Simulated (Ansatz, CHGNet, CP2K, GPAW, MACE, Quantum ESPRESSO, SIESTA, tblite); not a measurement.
**Codes compared on Nb(100)/C(110) interface (80 atoms)**

Wanted: errors and costs of other methods on Nb(100)/C(110) interface (80 atoms). A plane-wave run serves as the reference.

Program: Quantum ESPRESSO 7.5. Level of theory: Kohn-Sham DFT, PBE, SSSP efficiency 1.3.0 pseudopotentials, plane waves. Results are calculated unless marked as measured.

### Step 1. The starting structure

The cell holds 80 atoms: 20 Nb and 60 C. Cell: a = 7.134 Å, b = 7.567 Å, c = 24.460 Å, α = 90.0°, β = 90.0°, γ = 90.0°. Bcc Nb(100), 4 repeat layers, 5 surface cells, strained -3.32 and +2.54 %; diamond-structure C(110), 5 layers, 6 cells, -0.00 and -0.00 %; outer planes 2.45 Å apart, 12 Å of vacuum above; not relaxed, displaced by a Gaussian of 0.02 Å. Then every atom was moved at random, 0.02 Å r.m.s. a Cartesian component. Regions: Nb, 20 atoms (20 Nb); C, 60 atoms (60 C). Vacuum lies along c.

### Step 2. Reference: Quantum ESPRESSO, plane waves

File pw.in:

```
&control
  calculation = 'scf'
  pseudo_dir = './pseudo'
  outdir = './tmp'
  disk_io = 'none'
  tprnfor = .true.
/
&system
  ibrav = 0
  nat = 80
  ntyp = 2
  ecutwfc = 45
  ecutrho = 360
  nosym = .true.
  occupations = 'smearing'
  smearing = 'fd'
  degauss = 0.003675
/
&electrons
  conv_thr = 4.0e-07
  electron_maxstep = 100
  mixing_beta = 0.2
  mixing_mode = 'local-TF'
  diagonalization = 'david'
/
ATOMIC_SPECIES
Nb 92.906 Nb.upf
C 12.011 C.upf
CELL_PARAMETERS angstrom
7.13400 0.00000 0.00000
0.00000 7.56670 0.00000
0.00000 0.00000 24.45984
ATOMIC_POSITIONS crystal
Nb 0.59519 0.79450 0.24563
Nb 0.90035 0.69875 0.31384
Nb 0.59631 0.79944 0.37907
Nb 0.49538 0.49888 0.44656
Nb 0.19824 0.59914 0.24606
Nb 0.50701 0.50118 0.31056
Nb 0.20004 0.59623 0.38106
Nb 0.10307 0.29962 0.44931
Nb 0.80662 0.40440 0.24479
Nb 0.10001 0.29925 0.31171
Nb 0.80088 0.39729 0.37973
Nb 0.69693 0.09898 0.44718
[... 64 atom lines left out ...]
C 0.13176 0.73857 0.70091
C 0.25873 0.91013 0.70408
C 0.37529 0.91300 0.75234
C 0.00572 0.74088 0.75417
K_POINTS gamma
```

Launch:

```
$ OMP_NUM_THREADS=1 mpirun -np 4 pw.x -in pw.in > output.txt
```

Output:

```text
Program PWSCF
     gamma-point specific algorithms are used
     one sub-group per band group will be used
     scalapack distributed-memory algorithm (size of sub-group:  2*  2 procs)
     Parallelization info
     sticks:   dense  smooth     PW     G-vecs:    dense   smooth      PW
     Min        1382     689    171               256990    90850   11348
     Max        1385     692    172               256991    90858   11352
     Sum        5531    2761    687              1027961   363417   45401
     bravais-lattice index     =            0
     lattice parameter (alat)  =      13.4813  a.u.
     unit-cell volume          =    8910.2489 (a.u.)^3
     number of atoms/cell      =           80
     number of atomic types    =            2
     number of electrons       =       500.00
[... lines left out ...]
     scf convergence threshold =      4.0E-07
[... lines left out ...]
     number of k points=     1  Fermi-Dirac smearing, width (Ry)=  0.0037
[... lines left out ...]
     total energy              =   -7789.36359911 Ry
[... lines left out ...]
     total energy              =   -7785.13603599 Ry
[... lines left out ...]
     total energy              =   -7787.14994848 Ry
[... lines left out ...]
     total energy              =   -7787.01449355 Ry
[... lines left out ...]
     total energy              =   -7787.01449372 Ry
     estimated scf accuracy    <       0.00000062 Ry
     iteration # 31     ecut=    45.00 Ry     beta= 0.20
     negative rho (up, down):  2.643E-03 0.000E+00
     End of self-consistent calculation
          k = 0.0000 0.0000 0.0000 ( 22701 PWs)   bands (ev):
   -48.8792 -48.8524 -48.8389 -48.8169 -48.8094 -48.7396 -48.6644 -48.6353
   -48.6103 -48.5822 -48.2130 -48.1658 -48.1549 -48.1457 -48.1390 -48.0147
   -47.9969 -47.9908 -47.9752 -47.9400 -25.1788 -25.1651 -25.1510 -25.1374
[...]
8.0529   8.0803   8.2240   8.2394   8.3117   8.3576   8.5011   8.6896
     8.8191   8.8448   8.8555   8.8979   8.9898   9.0002   9.0642   9.1303
     9.1609   9.3636   9.4836   9.5803
     the Fermi energy is     6.2661 ev
!    total energy              =   -7787.01449364 Ry
     total all-electron energy =   -157366.999887 Ry
     estimated scf accuracy    <       0.00000021 Ry
     smearing contrib. (-TS)   =      -0.03880033 Ry
     internal energy E=F+TS    =   -7786.97569331 Ry
     The total energy is F=E-TS. E is the sum of the following terms:
     one-electron contribution =  -21523.88215799 Ry
     hartree contribution      =   10936.64277348 Ry
     xc contribution           =    -853.40182906 Ry
     ewald contribution        =    8193.29196821 Ry
     one-center paw contrib.   =   -4539.62644797 Ry
     convergence has been achieved in  31 iterations
     negative rho (up, down):  2.643E-03 0.000E+00
     Forces acting on atoms (cartesian axes, Ry/au):
     atom    1 type  1   force =     0.00749123   -0.00132403   -0.02055719
     atom    2 type  1   force =     0.00170983    0.01575307   -0.01473573
     atom    3 type  1   force =    -0.00024544    0.00909980    0.00959059
[...]
atom   79 type  2   force =     0.24855273   -0.04824212    0.04956534
     atom   80 type  2   force =    -0.18241021    0.01557922   -0.03247909
     Total force =     1.107624     Total SCF correction =     0.001811
     Message from routine punch:
     Nothing written, as per user request (disk_io='none')
```

Wall time 5.5 min (4 MPI ranks of Arm Neoverse V1, shared host); peak memory 2.7 GiB.

Banners, paths, timers and routine set-up lines are dropped from the logs unmarked, and long logs keep their key lines alone; longer cuts are marked.

Numbers from this run:

| Property | Result |
| --- | --- |
| r.m.s. force component | 1.838 eV/Å |
| longest force | 6.633 eV/Å |

### Step 3. The other programs

The programs:
- CHGNet: machine-learned potential, published weights.
- CP2K 2026.2: Gaussian basis with GTH pseudopotentials and a plane-wave density; labels give functional, basis (MOLOPT sets; SR short-range, UZH the newer set with its own potentials), grid cutoff/relative cutoff and solver (OT: orbital transformation; TRS4, TC2, SIGN: linear-scaling purification with its sparsity filter), or its built-in tight binding.
- MACE: machine-learned potential, published weights.
- SIESTA 5.4.2: numerical atomic orbitals, whose automatically made sets are far from complete, with PseudoDojo norm-conserving potentials that we converted to its format (checked against plane waves on the same files for H, C, O, Si, Ge and Ca alone); labels give functional, basis size, energy shift and mesh cutoff.
- tblite 0.8.0: extended tight binding, driven from Python.

All use the same cell and atoms; the electronic-structure runs use the same k-mesh, and an electronic temperature of 580 K (0.05 eV) where levels are smeared.

Differences are against the plane-wave reference, forces as r.m.s. over components; share is that over the reference's r.m.s. force, slope the least-squares factor from reference forces to these. Total energies of different programs have different zeros and aren't compared.

```
                                                          run  Δ force, r.m.s. (meV/Å)  share (%)  slope  cores  CPU time  memory (GiB)
                                                    reference                        -          -      -      4    22 min           2.7
                                       CHGNet 0.3.0 potential                      631       34.3  0.919      1     7.3 s           3.2
                                      CHGNet r2SCAN potential                      695       37.8  0.803      1     6.3 s           3.2
CP2K PBE, DZVP-MOLOPT-SR, 300/50 Ry, diagonalisation (coarse)                     61.9       3.37  1.026      2    21 min           1.8
         CP2K PBE, DZVP-MOLOPT-SR, 600/50 Ry, diagonalisation                     59.9       3.26  1.026      4    27 min           6.1
                                 MACE MP-0b3 medium potential                      466       25.4  0.886      1     9.9 s           1.2
                 SIESTA PBE, DZP, shift 0.005 Ry, mesh 300 Ry                      159       8.65  1.002      2    16 min           1.7
                  SIESTA PBE, DZP, shift 0.01 Ry, mesh 300 Ry                      145       7.89  1.005      2    11 min           1.5
                                              tblite GFN1-xTB                      482       26.2  0.944      1     4.3 s          0.12
```

Rows marked coarse were listed beforehand as settings not expected to be converged; some can still land near the reference.

Times of the machine-learned potentials are mostly Python's start and the loading of weights.

CPU time is summed over cores on a shared host, where runs went side by side, so it is rough. Symmetry, cutoffs, thresholds, outputs and thread counts weren't matched or tuned between programs; memory under MPI is the largest rank's times the ranks.

Runs without a result: GPAW PBE, LCAO dzp, h 0.2 Å (cut off at its time limit of 14 min); GPAW PBE, LCAO szp(dzp), h 0.2 Å (cut off at its time limit of 7.3 min).

Mean charges by element (e), by run and scheme:

```
                                                 run     scheme     Nb      C
CP2K PBE, DZVP-MOLOPT-SR, 600/50 Ry, diagonalisation   Mulliken  +0.01   0.00
CP2K PBE, DZVP-MOLOPT-SR, 600/50 Ry, diagonalisation  Hirshfeld  +0.04  -0.01
        SIESTA PBE, DZP, shift 0.005 Ry, mesh 300 Ry  Hirshfeld  +0.04  -0.01
         SIESTA PBE, DZP, shift 0.01 Ry, mesh 300 Ry  Hirshfeld  +0.03  -0.01
                                     tblite GFN1-xTB   Mulliken  +0.03  -0.01
```

Within one program, basis, potentials and functional, energies share a zero. Each run against its twin at the usual cutoff or grid and solver:

```
                                                 run                                        twin  Δ energy (meV/atom)  Δ force, r.m.s. (meV/Å)         CPU time over the twin's
CP2K PBE, DZVP-MOLOPT-SR, 300/50 Ry, diagonalisation  DZVP-MOLOPT-SR, 600/50 Ry, diagonalisation               0.0223                     11.1  0.77 (this twin ran on 4 cores)
```

A second geometry, displaced anew (every atom was moved at random, 0.04 Å r.m.s. a Cartesian component), gives an energy difference that all programs can be tested on. The reference puts it at 39.27 meV/atom.

```
                                                 run  energy less the first geometry's (meV/atom)  error (meV/atom)  force share at the second geometry (%)
                        MACE MP-0b3 medium potential                                        38.76            -0.519                                    25.1
         SIESTA PBE, DZP, shift 0.01 Ry, mesh 300 Ry                                        42.10              2.83                                    8.60
                              CHGNet 0.3.0 potential                                        40.78              1.50                                    29.3
CP2K PBE, DZVP-MOLOPT-SR, 600/50 Ry, diagonalisation                                        39.86             0.589                                    2.32
                                     tblite GFN1-xTB                                        46.10              6.83                                    22.3
                             CHGNet r2SCAN potential                                        47.03              7.75                                    34.0
        SIESTA PBE, DZP, shift 0.005 Ry, mesh 300 Ry                                        42.37              3.09                                    9.45
CP2K PBE, DZVP-MOLOPT-SR, 300/50 Ry, diagonalisation                                        39.83             0.556                                    2.35
```

### Step 4. What came out

```yaml
reference_r_m_s_force_component: 1.84 eV/Å
nearest_in_forces: CP2K PBE, DZVP-MOLOPT-SR, 600/50 Ry, diagonalisation, 3.3 %
farthest_in_forces: CHGNet r2SCAN potential, 38 %
cheapest_electronic_structure_run_beside_the_reference: tblite GFN1-xTB, 4.3 s of CPU time
```

The PBE runs in local orbitals, coarse settings apart, differ by 3.3 % (CP2K PBE, DZVP-MOLOPT-SR, 600/50 Ry, diagonalisation) to 8.7 % (SIESTA PBE, DZP, shift 0.005 Ry, mesh 300 Ry); basis, grid and potentials can all enter. Tight binding differs by 26 % (tblite GFN1-xTB); it is another model, with fitted parameters of its own, and the xTB methods hold dispersion. Machine-learned potentials differ by 25 % (MACE MP-0b3 medium potential) to 38 % (CHGNet r2SCAN potential); they were trained on other programs' data, some at another functional. Runs with settings chosen to be coarse differ by 3.4 % (CP2K PBE, DZVP-MOLOPT-SR, 300/50 Ry, diagonalisation), their programs' other errors included. One electronic-structure run takes under half the reference's CPU time: tblite GFN1-xTB, at 26 % in 4.3 s against 22 min. The mean charges agree among these rows within 0.03 e. The energy difference between the two geometries, 39.3 meV/atom in the reference, is met best by MACE MP-0b3 medium potential (-0.519) and worst by CHGNet r2SCAN potential (+7.75). In the reference: levels near the Fermi energy are neither full nor empty under the smearing, so no gap is quoted. Periodic xTB results under one method name differ between programs and library versions. Machine-learned potentials mimic data converged in k, so the reference's own k-point error enters their differences. The host structure and its lattice constant were typed by rule, without a check against the phase diagram. The electronic-structure runs sample only Γ, in a cell whose shortest periodic width is 7 Å, which is coarse for a cell with partly filled levels.

[Also dropped from logs without a mark: logging warnings of Python, and SIESTA's first energy breakdown and zero terms.]

[Logs are printed without paths, hosts, clocks, repeated set-up lines and the standing remarks that a program may print on its own settings, such as how far it seeks lower states.]

[Hosts, paths, dates, database ids (printed as entryN), source tags and the programs' standing remarks are cut or masked in the printed files.]
